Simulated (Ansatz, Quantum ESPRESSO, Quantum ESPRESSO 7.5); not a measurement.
# Evanescent states of C, diamond type, lattice constant set to 3.677 Å

Wanted: the complex band structure of C, diamond type, lattice constant set to 3.677 Å, as for a tunnel barrier.

Main program and level: Quantum ESPRESSO 7.5; plane-wave DFT, PBE, GBRV ultrasoft pseudopotentials (cross-check by Ansatz 0.2.0 with PAW datasets).

### 1. The starting structure

It takes space group Fd-3m (No. 227, cubic). Conventional cell: a = 3.677 Å, b = 3.677 Å, c = 3.677 Å, α = 90.00°, β = 90.00°, γ = 90.00°. Nearest to C lie 4 C at 1.59 Å.

As a file:

```cif
data_structure
_symmetry_space_group_name_H-M 'Fd-3m:1'
_symmetry_Int_Tables_number 227
_cell_length_a 3.6770
_cell_length_b 3.6770
_cell_length_c 3.6770
_cell_angle_alpha 90.000
_cell_angle_beta 90.000
_cell_angle_gamma 90.000
_cell_volume 49.71
loop_
_atom_site_label
_atom_site_type_symbol
_atom_site_symmetry_multiplicity
_atom_site_Wyckoff_symbol
_atom_site_fract_x
_atom_site_fract_y
_atom_site_fract_z
_atom_site_occupancy
C1 C 8 a 0.00000 0.00000 0.00000 1
```

### 2. Ground state

pwcond needs a cell whose third axis lies along the current and stands perpendicular to the other two.

Input file scf.in:

```
&control
  prefix = 'scf'
  outdir = './out'
  pseudo_dir = './pseudo'
  calculation = 'scf'
  tprnfor = .true.
/
&system
  ibrav = 0
  nat = 4
  ntyp = 1
  ecutwfc = 40
  ecutrho = 200
  occupations = 'fixed'
  nbnd = 12
/
&electrons
  conv_thr = 1e-09
  mixing_beta = 0.6
  electron_maxstep = 120
/
ATOMIC_SPECIES
  C   12.0110  c_pbe_v1.2.uspp.F.UPF
CELL_PARAMETERS angstrom
  2.60003163442294 0.00000000000000 0.00000000000000
  0.00000000000000 2.60003163442294 0.00000000000000
  0.00000000000000 0.00000000000000 3.67700000000000
ATOMIC_POSITIONS crystal
  C   0.000000000000 0.000000000000 0.000000000000
  C   0.500000000000 0.000000000000 0.250000000000
  C   0.500000000000 0.500000000000 0.500000000000
  C   0.000000000000 0.500000000000 0.750000000000
K_POINTS automatic
  8 8 6 0 0 0
```

On the command line:

```console
> OMP_NUM_THREADS=1 mpirun -n 2 pw.x -nk 2 -in scf.in > scf.out
```

The log of the run:

```text
Program PWSCF v.7.5 starts
[citation notice left out]

     Parallel version (MPI & OpenMP), running on       2 processor cores
     Number of MPI processes:                 2
     Threads/MPI process:                     1

     MPI processes distributed on     1 nodes
[...]
Current dimensions of program PWSCF are:
     Max number of different atomic species (ntypx) = 10
     Max number of k-points (npk) =  40000
     Max angular momentum in pseudopotentials (lmaxx) =  4
     Found identity + ( -0.5000 -0.5000 -0.5000) symmetry
     This is a supercell, fractional translations are disabled
     Message from routine setup:
     using ibrav=0 with symmetry is DISCOURAGED, use correct ibrav instead

     K-points division:     npool     =       2
     Subspace diagonalization in iterative solution of the eigenvalue problem:
     a serial algorithm will be used

     G-vector sticks info
     --------------------
     sticks:   dense  smooth     PW     G-vecs:    dense   smooth      PW
     Sum         385     301    101                 7999     5711    1093

     Using Slab Decomposition

     bravais-lattice index     =            0
     lattice parameter (alat)  =       4.9133  a.u.
     unit-cell volume          =     167.7442 (a.u.)^3
     number of atoms/cell      =            4
     number of atomic types    =            1
     number of electrons       =        16.00
     number of Kohn-Sham states=           12
     kinetic-energy cutoff     =      40.0000  Ry
     charge density cutoff     =     200.0000  Ry
     scf convergence threshold =      1.0E-09
     mixing beta               =       0.6000
     number of iterations used =            8  plain     mixing
     Exchange-correlation= SLA  PW   PBE  PBE
                           (   1   4   3   4   0   0   0)

     celldm(1)=   4.913348  celldm(2)=   0.000000  celldm(3)=   0.000000
     celldm(4)=   0.000000  celldm(5)=   0.000000  celldm(6)=   0.000000

     crystal axes: (cart. coord. in units of alat)
               a(1) = (   1.000000   0.000000   0.000000 )
               a(2) = (   0.000000   1.000000   0.000000 )
               a(3) = (   0.000000   0.000000   1.414214 )

     reciprocal axes: (cart. coord. in units 2 pi/alat)
               b(1) = (  1.000000  0.000000  0.000000 )
               b(2) = (  0.000000  1.000000  0.000000 )
               b(3) = (  0.000000  0.000000  0.707107 )

     PseudoPot. # 1 for C  read from file:
     ./pseudo/c_pbe_v1.2.uspp.F.UPF
     Pseudo is Ultrasoft + core correction, Zval =  4.0
     Generated by new atomic code, or converted to UPF format
     Using radial grid of  721 points,  4 beta functions with:
                l(1) =   0
                l(2) =   0
                l(3) =   1
                l(4) =   1
     Q(r) pseudized with  8 coefficients,  rinner =    1.100   1.100   1.100

     atomic species   valence    mass     pseudopotential
     C                 4.00    12.01100     C ( 1.00)

      8 Sym. Ops. (no inversion) found

   Cartesian axes

     site n.     atom                  positions (alat units)
         1        C      tau(   1) = (   0.0000000   0.0000000   0.0000000  )
         2        C      tau(   2) = (   0.5000000   0.0000000   0.3535534  )
         3        C      tau(   3) = (   0.5000000   0.5000000   0.7071068  )
         4        C      tau(   4) = (   0.0000000   0.5000000   1.0606602  )

     number of k points=    60
                       cart. coord. in units 2pi/alat
        k(    1) = (   0.0000000   0.0000000   0.0000000), wk =   0.0052083
        k(    2) = (   0.0000000   0.0000000   0.1178511), wk =   0.0104167
        k(    3) = (   0.0000000   0.0000000   0.2357023), wk =   0.0104167
        k(    4) = (   0.0000000   0.0000000  -0.3535534), wk =   0.0052083
        k(    5) = (   0.0000000   0.1250000   0.0000000), wk =   0.0208333
        k(    6) = (   0.0000000   0.1250000   0.1178511), wk =   0.0416667
        k(    7) = (   0.0000000   0.1250000   0.2357023), wk =   0.0416667
        k(    8) = (   0.0000000   0.1250000  -0.3535534), wk =   0.0208333
        k(    9) = (   0.0000000   0.2500000   0.0000000), wk =   0.0208333
        k(   10) = (   0.0000000   0.2500000   0.1178511), wk =   0.0416667
[...]
k(   60) = (  -0.5000000  -0.5000000  -0.3535534), wk =   0.0052083

     Dense  grid:     7999 G-vectors     FFT dimensions: (  24,  24,  32)

     Smooth grid:     5711 G-vectors     FFT dimensions: (  20,  20,  27)

     Estimated max dynamical RAM per process >      12.62 MB

     Estimated total dynamical RAM >      23.28 MB

     Initial potential from superposition of free atoms

     starting charge      15.9998, renormalised to      16.0000
     Starting wfcs are   16 randomized atomic wfcs

     total cpu time spent up to now is        0.4 secs

     per-process dynamical memory:    12.7 Mb

     Self-consistent Calculation

     iteration #  1     ecut=    40.00 Ry     beta= 0.60
     Davidson diagonalization with overlap
     ethr =  1.00E-02,  avg # of iterations =  2.4

     total cpu time spent up to now is        0.9 secs

     total energy              =     -45.89995901 Ry
     estimated scf accuracy    <       0.18371778 Ry

     iteration #  2     ecut=    40.00 Ry     beta= 0.60
[...]
total energy              =     -45.90487509 Ry
     estimated scf accuracy    <       0.01408446 Ry

     iteration #  3     ecut=    40.00 Ry     beta= 0.60
[...]
total energy              =     -45.90612268 Ry
     estimated scf accuracy    <       0.00019266 Ry

     iteration #  4     ecut=    40.00 Ry     beta= 0.60
[...]
total energy              =     -45.90615413 Ry
     estimated scf accuracy    <       0.00000221 Ry

     iteration #  5     ecut=    40.00 Ry     beta= 0.60
[...]
total energy              =     -45.90615517 Ry
     estimated scf accuracy    <       0.00000006 Ry

     iteration #  6     ecut=    40.00 Ry     beta= 0.60
[...]
total energy              =     -45.90615520 Ry
     estimated scf accuracy    <          1.5E-09 Ry

     iteration #  7     ecut=    40.00 Ry     beta= 0.60
[...]
End of self-consistent calculation

          k = 0.0000 0.0000 0.0000 (   681 PWs)   bands (ev):

    -8.5107  -0.3728  -0.3728   5.9934   5.9934  11.7590  11.7590  11.7590
    16.3407  16.3407  17.1016  17.1017

          k = 0.0000 0.0000 0.1179 (   698 PWs)   bands (ev):

    -8.2704  -2.7251   2.1992   6.2240   6.2240  10.9417  10.9417  11.1391
    15.8003  16.9098  17.4416  18.1171

          k = 0.0000 0.0000 0.2357 (   706 PWs)   bands (ev):

    -7.5530  -4.7476   4.8353   6.9062   6.9062   9.4275   9.4275   9.5352
    15.7222  16.4579  19.1613  20.2082

          k = 0.0000 0.0000-0.3536 (   702 PWs)   bands (ev):

    -6.3708  -6.3708   7.3472   7.3472   8.0030   8.0030   8.0030   8.0030
    15.9916  15.9916  21.3489  21.3490

          k = 0.0000 0.1250 0.0000 (   698 PWs)   bands (ev):

    -8.2404  -0.3294  -0.1263   4.8486   6.2135  10.4201  10.7952  11.5912
    16.5610  17.3710  17.8137  18.0801

          k = 0.0000 0.1250 0.1179 (   703 PWs)   bands (ev):

    -8.0010  -2.5101   2.1394   5.2186   6.4378   9.0944  10.8847  11.1599
    16.5190  17.8279  18.2293  18.3755

[...]
highest occupied, lowest unoccupied level (ev):    11.7590   15.7104

!    total energy              =     -45.90615520 Ry
     estimated scf accuracy    <          2.2E-10 Ry

     The total energy is the sum of the following terms:
     one-electron contribution =      14.10142320 Ry
     hartree contribution      =       4.05812656 Ry
     xc contribution           =     -14.45011371 Ry
     ewald contribution        =     -49.61559124 Ry

     convergence has been achieved in   7 iterations

     Forces acting on atoms (cartesian axes, Ry/au):

     atom    1 type  1   force =     0.00000000    0.00000000    0.00000000
     atom    2 type  1   force =     0.00000000    0.00000000   -0.00000024
     atom    3 type  1   force =     0.00000000    0.00000000    0.00000000
     atom    4 type  1   force =     0.00000000    0.00000000    0.00000024

     Total force =     0.000000     Total SCF correction =     0.000003
     SCF correction compared to forces is large: reduce conv_thr to get better values

[...]
=------------------------------------------------------------------------------=
   JOB DONE.
=------------------------------------------------------------------------------=
```

The job ended after 4.6 s (2 MPI ranks of Arm Neoverse N1, shared host; peak memory 0.1 GiB).

Numbers from this step:

| Quantity | Value |
| --- | --- |
| free energy | -624.5851 eV |
| valence top, on the run's zero | 11.76 eV |
| conduction bottom, on the run's zero | 15.71 eV |
| gap by band count | 3.951 eV |

The run needed 7 iterations to bring the estimated error under 1e-09 Ry.

(Part 1 of 3 ends here.)

[Logs are printed without paths, hosts, clocks, repeated set-up lines and the standing remarks that a program may print on its own settings, such as how far it seeks lower states.]

[Hosts, paths, dates, database ids (printed as entryN), source tags and the programs' standing remarks are cut or masked in the printed files.]

[Maps of the electrostatic potential energy from Ansatz leave out the sawtooth potential of an applied field or a dipole correction, so their vacuum need not be flat; planar profiles and work functions include it.]
